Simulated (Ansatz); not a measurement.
# Binding across the interface in twisted silicene bilayer, 87.80° (52 atoms): runs compared

How much energy holds the two parts of twisted silicene bilayer, 87.80° (52 atoms) together, and how does it fall off with distance?

Computed with Ansatz 0.2.0: Kohn-Sham DFT, PBE+D4, PAW (set soft_2), plane waves.

### Step 1. The cell as built

The cell holds 52 atoms: 52 Si. Its edges and angles: a = 13.917 Å, b = 13.917 Å, c = 16.170 Å, α = 90.0°, β = 90.0°, γ = 120.0°. It derives from Si (silicene). Silicene (a = 3.86 Å) under silicene (a = 3.86 Å), bilayer, commensurate cell of 13 unit cells a layer, twist 87.80 deg; facing planes 3.29 Å apart; 12 Å of vacuum; layers as built, displaced by a Gaussian of 0.01 Å. Regions: layer 1, 26 atoms (26 Si); layer 2, 26 atoms (26 Si). Vacuum lies along c.

### Step 2. The reference run

The reference is a single point at the end of the relaxation.

The parts (lower: layer 1 and upper: layer 2) keep their atoms where they stand in it, and shifted cells move the upper part rigidly.

Its input, with most atom lines left out:

```yaml
crystal:
  lattice:
    - [13.9174, 0.0, 0.0]
    - [-6.9587, 12.05282, 0.0]
    - [0.0, 0.0, 16.17]
  atoms:
    - { symbol: Si, position: [0.13367, 0.19487, 0.42842] }
    - { symbol: Si, position: [0.18429, 0.05716, 0.41] }
    - { symbol: Si, position: [0.21773, 0.49104, 0.4282] }
    - { symbol: Si, position: [0.25257, 0.36081, 0.36434] }
    - { symbol: Si, position: [0.27321, 0.78229, 0.42818] }
    - { symbol: Si, position: [0.33338, 0.66675, 0.37284] }
    - { symbol: Si, position: [0.37243, 0.11352, 0.4201] }
    [... atom lines 8 to 52 left out ...]
kpoints:
  mp_grid: { grid: [3, 3, 1] }
hamiltonian:
  xc: pbe
  dispersion: d4
scf:
  occupations: { method: fermi_dirac, width: 0.025 }
output:
  forces: true
  populations: true
  dos:
    method: { smearing: { sigma: 0.08 } }
    de: 0.1
    projected:
      site_lists:
        Si: [Si]
        layer_1: [0, 1, 2, 3, 4, 5, 6, 7, 8, 9, 10, 11, 12, 13, 14, 15, 16, 17, 18, 19, 20, 21, 22, 23, 24, 25]
        layer_2: [26, 27, 28, 29, 30, 31, 32, 33, 34, 35, 36, 37, 38, 39, 40, 41, 42, 43, 44, 45, 46, 47, 48, 49, 50, 51]
  eigenvalues: true
  write_density: true
  write_potential: true
  volumetric_format: npy
  elf: true
```

* free energy per atom: -635.5825 eV/atom
* r.m.s. force component: 0.00266 eV/Å

No gap is quoted, since levels at the Fermi energy are partly filled.

### Step 3. The runs

Each row is one run, on 4 threads of Arm Neoverse V1, shared host. The free energy is the program's total, comparable only between runs with the same functional, potentials and atoms, or as a whole against its parts.

| run | atoms | outcome | ionic steps, all passes | free energy (eV) | time | host memory (GiB) |
| --- | --- | --- | --- | --- | --- | --- |
| Single point at the start | 52 | converged | - | -33044.995 | 96 s | 7.0 |
| Relaxation | 52 | converged | 18 | -33050.292 | 19 min | 7.1 |
| Single point at the relaxed geometry | 52 | converged | - | -33050.292 | 2.8 min | 7.6 |
| The lower part alone | 26 | converged | - | -16518.167 | 61 s | 4.3 |
| The upper part alone | 26 | converged | - | -16518.168 | 59 s | 4.3 |
| Upper part moved by +0.3 Å | 52 | converged | - | -33047.984 | 77 s | 7.1 |
| Upper part moved by -0.3 Å | 52 | converged | - | -33047.837 | 1.9 min | 7.2 |
| Upper part moved by +0.8 Å | 52 | converged | - | -33043.484 | 74 s | 7.1 |
| Upper part moved by +1.6 Å | 52 | converged | - | -33039.170 | 83 s | 7.1 |
| Upper part moved by +3 Å | 52 | converged | - | -33037.099 | 72 s | 7.1 |

In some runs the program notes that the dispersion model switches parameters near this geometry and the exchange-correlation potential is rough where the density is thin. Further notices: relaxed geometry near dispersion switch.

### Step 4. Interaction energy

Whole cell less its two parts, each frozen at the geometry of the whole and solved in the same cell with the same functional, so that energy zeros cancel. The upper part is 'layer 2' and the lower part 'layer 1'. The nearest atoms of the two parts stand 2.39 Å apart. The face is 167.7 Å².

```csv
functional,interaction energy (eV),"of it, the added dispersion term (eV)",per area (meV/Å²),per area (J/m²),per atom of the upper part (meV)
PBE+D4,-13.957,-4.086,-83.2,-1.33,-536.8
```

### Step 5. Energy against separation

The upper part is moved rigidly along the normal from its place in the reference.

| shift (Å) | energy change (eV) | per area (meV/Å²) | share of the binding lost (%) |
| --- | --- | --- | --- |
| -0.3 | 2.455 | 14.63 | - |
| +0.0 | 0.000 | 0.00 | - |
| +0.3 | 2.308 | 13.76 | 17 |
| +0.8 | 6.808 | 40.59 | 49 |
| +1.6 | 11.122 | 66.31 | 80 |
| +3.0 | 13.193 | 78.65 | 95 |

### Step 6. Levels of whole and parts

```
      cell  level spacing (eV)  vacuum level at the upper face, over the highest filled level, or over E_F where no gap is given (eV)  moment (μB)
     whole                   -                                                                                                   4.76      no spin
lower part                   -                                                                                                   4.58      no spin
upper part                   -                                                                                                   4.60      no spin
```

A dash marks a cell without a clear gap, or without a flat potential in the vacuum.

### Step 7. What came out

The parts bind with 83.2 meV/Å² (14.0 eV for the cell) at the level PBE+D4, far more than van der Waals binding between intact sheets, and bonds of chemical length cross the interface. The added dispersion term contributes -4.086 eV, the functional itself -9.871 eV. The curvature over ±0.3 Å is 5.1×10²⁰ N/m³. At +3.0 Å, 95 % of the binding is lost; the shift also narrows the vacuum to the periodic image.

Caveats: The parts are frozen, so the energy of their deformation isn't counted. No correction is made for dipoles across the vacuum, and the parts also feel their periodic images through it. The program warns that the dispersion model switches its C6 values near this geometry, which can put artefacts into forces and pressure. The relaxed geometry lies near a switch of the dispersion model's C6 values, so it may be an artefact of their interpolation.

The DFT runs together took 32 min of wall time.

[Logs are printed without paths, hosts, clocks, repeated set-up lines and the standing remarks that a program may print on its own settings, such as how far it seeks lower states.]

[Hosts, paths, dates, database ids (printed as entryN), source tags and the programs' standing remarks are cut or masked in the printed files.]
